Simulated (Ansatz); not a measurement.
# What La3InB (Pm-3m) distorts into

Aim: this structure of La3InB (Pm-3m) is to be tested for unstable modes, and one is followed downhill.

Main program and level: Ansatz 0.2.0; DFT PBEsol, scalar-relativistic, plane waves, PAW; PAW set soft_1.

This is a report of a sequence of runs, with the program logs left out and the cost of each run kept.

## Step 1: Starting point

The structure is cubic, space group Pm-3m (No. 221). Conventional cell: a = 5.247 Å, b = 5.247 Å, c = 5.247 Å, α = 90.00°, β = 90.00°, γ = 90.00°. Nearest to La lie 2 B at 2.62 Å and 8 La at 3.71 Å and 4 In at 3.71 Å. Nearest to In lie 12 La at 3.71 Å. Nearest to B lie 6 La at 2.62 Å. Farther neighbours, and contacts between anions beyond the nearest, are not listed.

## Step 2: The dispersion

Stability and thermal properties need the whole zone. Linear response on a 2×2×2 q mesh gives force constants as far as a supercell of that size would.

The input, input.yaml:

```yaml
crystal:
  lattice:
    - [5.2472787968, 0.0, 0.0]
    - [0.0, 5.2472787968, 0.0]
    - [0.0, 0.0, 5.2472787968]
  atoms:
    - { symbol: La, position: [0.5, 0.0, 0.5] }
    - { symbol: La, position: [0.5, 0.5, 0.0] }
    - { symbol: La, position: [0.0, 0.5, 0.5] }
    - { symbol: In, position: [0.0, 0.0, 0.0] }
    - { symbol: B, position: [0.5, 0.5, 0.5] }
kpoints:
  mp_grid: { grid: [8, 8, 8] }
hamiltonian:
  xc: pbesol
  pseudopotentials: { kind: paw, azcp: { folder: soft_1 }, xc_functional: pbe }
scf:
  occupations: { method: methfessel_paxton, width: 0.2 }
output:
  eigenvalues: true
phonons:
  method: dfpt
  qmesh: [2, 2, 2]
  temperatures: { t_max: 1000, t_step: 50 }
  qpath:
    path:
      - [[0.0, 0.0, 0.0], [0.0, 0.5, 0.0], [0.5, 0.5, 0.0], [0.0, 0.0, 0.0], [0.5, 0.5, 0.5], [0.0, 0.5, 0.0]]
      - [[0.5, 0.5, 0.5], [0.5, 0.5, 0.0]]
    npoints: 10
```

The run is started by

```sh
$ ansatz run input.yaml --threads 4 --pin off --max-ram 10240MiB --backend cpu --events-out ev --progress --plain --runs-dir out
```

The job ended after 4.7 min (4 threads of AMD EPYC 9B14 (Zen 4), shared host; peak memory 2.1 GiB).

Numbers from this step:

| Quantity | Value |
| --- | --- |
| volume per atom | 28.90 Å³ |
| gap on the k-mesh | 0 eV |
| sum-rule residual before enforcement | 4.67e-5 eV/Å² |
| lowest frequency on the path | -118.0 cm⁻¹ |
| point group | m-3m |
| highest frequency on path, mesh or solved points | 410.3 cm⁻¹ |
| highest optical mode at the zone centre (no LO-TO term) | 162.0 cm⁻¹ |
| lowest optical zone-centre mode | -118.0 cm⁻¹ |
| lowest mode on the q mesh (acoustic modes at Γ apart) | -118.0 cm⁻¹ |

Frequencies (cm⁻¹) solved at each irreducible wavevector; negative means imaginary. Frequencies by wavevector, by row:

| q in reciprocal lattice units | star | mode 1 | mode 2 | mode 3 | mode 4 | mode 13 | mode 14 | mode 15 |
| --- | --- | --- | --- | --- | --- | --- | --- | --- |
| 0 0 0 | 1 | -118 | -118 | -118 | -59.9 | 162 | 162 | 162 |
| 0 0 -0.5 | 3 | -12.6 | -12.6 | 36.8 | 42 | 305.2 | 305.2 | 329.7 |
| 0 -0.5 -0.5 | 3 | 18.3 | 53.6 | 53.6 | 61.9 | 349.5 | 361.8 | 361.8 |
| -0.5 -0.5 -0.5 | 1 | -3.7 | -3.7 | -3.7 | 54 | 410.3 | 410.3 | 410.3 |

Interpolated from a 2×2×2 q mesh. The phonon branches at the labelled points (cm⁻¹):

| point | branch 1 | branch 2 | branch 3 | branch 4 | branch 12 | branch 13 | branch 14 | branch 15 |
| --- | --- | --- | --- | --- | --- | --- | --- | --- |
| Γ | -118 | -118 | -118 | -60 | 67 | 162 | 162 | 162 |
| halfway | -44 | -44 | -33 | 24 | 125 | 230 | 230 | 236 |
| X | -13 | -13 | 37 | 42 | 143 | 305 | 305 | 330 |
| halfway | 22 | 37 | 43 | 48 | 142 | 328 | 333 | 346 |
| M | 18 | 54 | 54 | 62 | 145 | 350 | 362 | 362 |
| halfway | -28 | -12 | 28 | 36 | 125 | 282 | 288 | 289 |
| Γ | -118 | -118 | -118 | -60 | 67 | 162 | 162 | 162 |
| halfway | -26 | 25 | 25 | 60 | 131 | 325 | 325 | 325 |
| R | -4 | -4 | -4 | 54 | 166 | 410 | 410 | 410 |
| halfway | 16 | 23 | 34 | 64 | 145 | 357 | 358 | 367 |
| X | -13 | -13 | 37 | 42 | 143 | 305 | 305 | 330 |
| jump to R | -4 | -4 | -4 | 54 | 166 | 410 | 410 | 410 |
| halfway | 13 | 27 | 27 | 62 | 154 | 380 | 387 | 387 |
| M | 18 | 54 | 54 | 62 | 145 | 350 | 362 | 362 |

Symmetry leaves 4 wavevectors to solve. The lowest mode among them, the acoustic zeros apart, lies at Γ and is imaginary, 118.0i cm⁻¹, so the energy falls along it.

## Step 3: The mode frozen in, largest atomic shift 0 Å

The mode followed lies at Γ with frequency 59.9i cm⁻¹ and is 3-fold degenerate, one of the unstable modes though not the softest. At small amplitude the pattern taken leaves space group no. 115 by a symmetry search on the positions. The undistorted cell that holds it gives the zero of energy on the same k mesh.

input.yaml, the sections that differ from step 2:

```yaml
output:
  forces: true
  stress: true
  eigenvalues: true
# crystal, kpoints, hamiltonian, scf: as in step 2
# phonons: removed
```

Run time: 2.1 s. Hardware: 4 threads; peak memory 0.57 GiB; 7.6 s of CPU time.

Read from the output:

```yaml
pressure: -1.25e-4 GPa
energy_from_the_undistorted_cell: 0 meV/atom
```

The run ends at a pressure of 0.00 GPa.

## Step 4: The mode frozen in, largest atomic shift 0.32 Å

The atoms are moved along the unstable eigenvector, the largest shift by 0.32 Å, with the cell fixed.

input.yaml, the sections that differ from step 3:

```yaml
crystal:
  lattice:
    - [5.2472787968, 0.0, 0.0]
    - [0.0, 5.2472787968, 0.0]
    - [0.0, 0.0, 5.2472787968]
  atoms:
    - { symbol: La, position: [0.5, 0.0, 0.5] }
    - { symbol: La, position: [0.5, 0.5609839904, 0.0] }
    - { symbol: La, position: [0.0, 0.4390160096, 0.5] }
    - { symbol: In, position: [0.0, 0.0, 0.0] }
    - { symbol: B, position: [0.5, 0.5, 0.5] }
# kpoints, hamiltonian, scf, output: as in step 3
```

Wall time 6.4 s (4 threads); peak memory 0.65 GiB; 25 s of CPU time.

This step gave:

```yaml
pressure: -0.7640 GPa
energy_from_the_undistorted_cell: -12.91 meV/atom
```

The energy, extrapolated to zero smearing, is -12.91 meV/atom against the undistorted cell.

The run ends at a pressure of -0.76 GPa, with forces up to 0.050 eV/Å.

## Step 5: Energy along the mode, all amplitudes (two of the runs are shown above)

An imaginary frequency means negative curvature, so the energy should fall and then rise again as anharmonic terms take over.

Numbers from this step:

- depth at the lowest point sampled: 12.91 meV/atom
- largest atomic shift at that point: 0.32 Å

Table of energy from the parent by largest atomic shift:

| largest atomic shift (Å) | energy from the parent (meV/atom) |
| --- | --- |
| 0.000 | 0 |
| 0.040 | -0.571 |
| 0.080 | -2.17 |
| 0.140 | -5.82 |
| 0.220 | -10.7 |
| 0.320 | -12.9 |
| 0.450 | -1.77 |
| 0.600 | 36.7 |

Displacement at unit largest shift by atom:

| atom | x (Å) | y (Å) | z (Å) | size |
| --- | --- | --- | --- | --- |
| La1 | 0.00 | 0.00 | 0.00 | 0.00 |
| La2 | 0.00 | 1.00 | 0.00 | 1.00 |
| La3 | 0.00 | -1.00 | 0.00 | 1.00 |
| In4 | 0.00 | 0.00 | 0.00 | 0.00 |
| B5 | 0.00 | 0.00 | 0.00 | 0.00 |

The lowest step is at 0.32 Å, 12.9 meV/atom below the parent, and the energy rises beyond it.

## Step 6: Relaxing from the distorted cell

Starting from the lowest point found, all atoms and the cell are let go, so that strain and other modes of the same symmetry can join in.

input.yaml, as its differences from that of step 4:

```diff
@@ -22 +22,6 @@
   eigenvalues: true
+relax:
+  adjacent_minimum: "off"
+  f_tol: 0.002
+  max_steps: 120
+  cell: { stress_tol: 0.03 }
```

Run time: 35 s. Hardware: 4 threads; peak memory 0.7 GiB; 2.3 min of CPU time.

Relaxation path:

| step | energy less that of the first step (eV) | largest force component (eV/Å) | pressure (GPa) | volume (Å³) |
| --- | --- | --- | --- | --- |
| 1 | 0.0000 | 0.0497 | -0.76 | 144.48 |
| 2 | -0.0022 | 0.0580 | 0.65 | 140.69 |
| 3 | -0.0064 | 0.0054 | -0.01 | 142.39 |
| 4 | -0.0065 | 0.0026 | -0.01 | 142.36 |
| 5 | -0.0065 | 0.0005 | 0.00 | 142.32 |
| 6* | -0.0063 | 0.0005 | 0.00 | 142.32 |

Relaxation steps marked * repeat the geometry before them on a plane-wave basis chosen anew for their cell, so energy and pressure can jump there.

The run keeps the 8 symmetry operations that the program found, so distortions that break them were not tested.

| conventional cell, symmetrised | before | after | change |
| --- | --- | --- | --- |
| a (Å) | 5.247 | 5.210 | -0.7 % |
| b (Å) | 5.247 | 5.210 | -0.7 % |
| c (Å) | 5.247 | 5.244 | -0.1 % |
| volume (Å³/atom) | 28.90 | 28.46 | -1.5 % |

The atoms that moved most (Å, as changes of fractional coordinates times the final cell):

| atom | dx | dy | dz | length |
| --- | --- | --- | --- | --- |
| La2 | 0.000 | -0.011 | 0.000 | 0.011 |
| La3 | 0.000 | 0.011 | 0.000 | 0.011 |

Read from the output:

| Property | Result |
| --- | --- |
| pressure | -2.89e-4 GPa |
| volume per atom | 28.46 Å³ |

The distorted start has space group P-4m2; the relaxation ends in P-4m2.

## Step 7: The new phase in its own primitive cell

The relaxed structure is symmetrised, reduced to its primitive cell and relaxed tightly, as its phonons need.

input.yaml, the sections that differ from step 6:

```yaml
crystal:
  lattice:
    - [5.2095150191, 0.0, 0.0]
    - [0.0, 5.2095150191, 0.0]
    - [0.0, 0.0, 5.2441540145]
  atoms:
    - { symbol: La, position: [0.5, 0.5, 0.0] }
    - { symbol: La, position: [0.0, 0.5, 0.4411434755] }
    - { symbol: La, position: [0.5, 0.0, 0.5588565245] }
    - { symbol: In, position: [0.0, 0.0, 0.0] }
    - { symbol: B, position: [0.5, 0.5, 0.5] }
relax:
  adjacent_minimum: "off"
  f_tol: 0.001
  max_steps: 60
  cell: { stress_tol: 0.01 }
# kpoints, hamiltonian, scf, output: as in step 6
```

Wall time 13 s (4 threads); peak memory 0.69 GiB; 51 s of CPU time.

Little changed from the start: no atom moved by 0.005 Å and no cell edge by 0.1 %.

Numbers from this step:

```
pressure : -2.90e-4 GPa
```

The largest force component left is 0.47 meV/Å and the pressure is 0.000 GPa, within the tolerances set. The cell now holds 28.46 Å³/atom.

## Step 8: Modes of the new phase

A relaxed structure may still be a saddle point, so its zone-centre modes are computed. No field response is asked, since the mesh shows no gap.

input.yaml, as its differences from that of step 7:

```diff
@@ -19,9 +19,4 @@
 output:
-  forces: true
-  stress: true
   eigenvalues: true
-relax:
-  adjacent_minimum: "off"
-  f_tol: 0.001
-  max_steps: 60
-  cell: { stress_tol: 0.01 }
+phonons:
+  method: dfpt
```

It took 2.1 min on 4 threads; peak memory 2.6 GiB; 7.8 min of CPU time.

Read from the output:

| Quantity | Value |
| --- | --- |
| sum-rule residual before enforcement | 4.62e-5 eV/Å² |
| point group | -42m |
| highest optical mode at the zone centre (no LO-TO term) | 379.6 cm⁻¹ |
| lowest optical zone-centre mode | 37.36 cm⁻¹ |

Patterns of degenerate modes are one choice out of their space. The modes at Γ (shares of kinetic energy by element, %):

| mode | frequency (cm⁻¹) | symmetry | La % | In % | B % |
| --- | --- | --- | --- | --- | --- |
| 1 | 0.0 | acoustic | 77 | 21 | 2 |
| 2 | 0.0 | acoustic | 77 | 21 | 2 |
| 3 | 0.0 | acoustic | 77 | 21 | 2 |
| 4 | 37.4 | E | 96 | 3 | 0 |
| 5 | 37.4 | E | 96 | 3 | 0 |
| 6 | 65.4 | A1 | 100 | 0 | 0 |
| 7 | 76.3 | E | 29 | 68 | 3 |
| 8 | 76.3 | E | 29 | 68 | 3 |
| 9 | 76.6 | B2 | 21 | 79 | 0 |
| 10 | 103.5 | B2 | 97 | 0 | 3 |
| 11 | 104.3 | E | 87 | 7 | 6 |
| 12 | 104.3 | E | 87 | 7 | 6 |
| 13 | 282.9 | E | 11 | 0 | 89 |
| 14 | 282.9 | E | 11 | 0 | 89 |
| 15 | 379.6 | B2 | 5 | 0 | 95 |

Displacements in mode 5 (37.4 cm⁻¹), the largest set to 1:
```
La1  1.00  0.99  0.00
La2  0.05 -0.84  0.00
La3 -0.85  0.05  0.00
In4 -0.27 -0.27  0.00
B5   0.26  0.26  0.00
```

Displacements in mode 13 (282.9 cm⁻¹), the largest set to 1:
```
La1  0.00  0.00  0.00
La2 -0.10  0.00  0.00
La3  0.02  0.00  0.00
In4  0.01  0.00  0.00
B5   1.00  0.00  0.00
```

Before it was imposed, the acoustic sum rule was missed by 4.6e-5 eV/Å². Small misses are needed for a sound result but don't prove that mesh and cutoff are converged. The lowest optical mode is real, 37.4 cm⁻¹.

## Step 9: Results

- unstable mode of the parent: q = (0, 0, 0), 60i cm⁻¹
- depth at the lowest point sampled: 12.9 meV/atom
- largest atomic shift at that point: 0.32 Å
- space group reached: P-4m2
- energy gained over the parent (first relaxation, on the mesh of the frozen mode): 14.1 meV/atom
- volume per atom, phase reached: 28.5 Å³
- lowest optical zone-centre mode, phase reached: 37.4 cm⁻¹
- highest optical mode at the zone centre (no LO-TO term), phase reached: 380 cm⁻¹

**Reading.** Along this mode the structure falls into P-4m2, 14.1 meV/atom below the parent. At the parent's cell the well is 12.91 meV/atom deep on the steps tried, with its lowest point at a shift of 0.32 Å. Relaxing atoms and cell changes the gain by +1.16 meV/atom against the lowest step (energies at zero smearing). The new phase has no imaginary mode at the zone centre of its cell; other wavevectors were not checked. Of the 6 patterns followed from this parent, this one reaches the lowest energy. Each path keeps the symmetry of its pattern, so a lower phase may lie along a pattern not tried. With no gap, or one that is small against the smearing, the frequencies hang on the k mesh and the smearing, most of all near Kohn anomalies. The phonon runs are without spin polarisation, although the cell has an odd electron count. Spin-orbit coupling is left out, which can matter for the heavy elements here. The PAW files were made for PBE and serve the other functionals too.

[Long decimals in the printed logs are rounded to 6 places.]

[Logs are printed without paths, hosts, clocks, repeated set-up lines and the standing remarks that a program may print on its own settings, such as how far it seeks lower states.]

[Hosts, paths, dates, database ids (printed as entryN), source tags and the programs' standing remarks are cut or masked in the printed files.]

[Where the starting crystal was built by hand or by swapping elements, it need not be the compound's stable phase.]
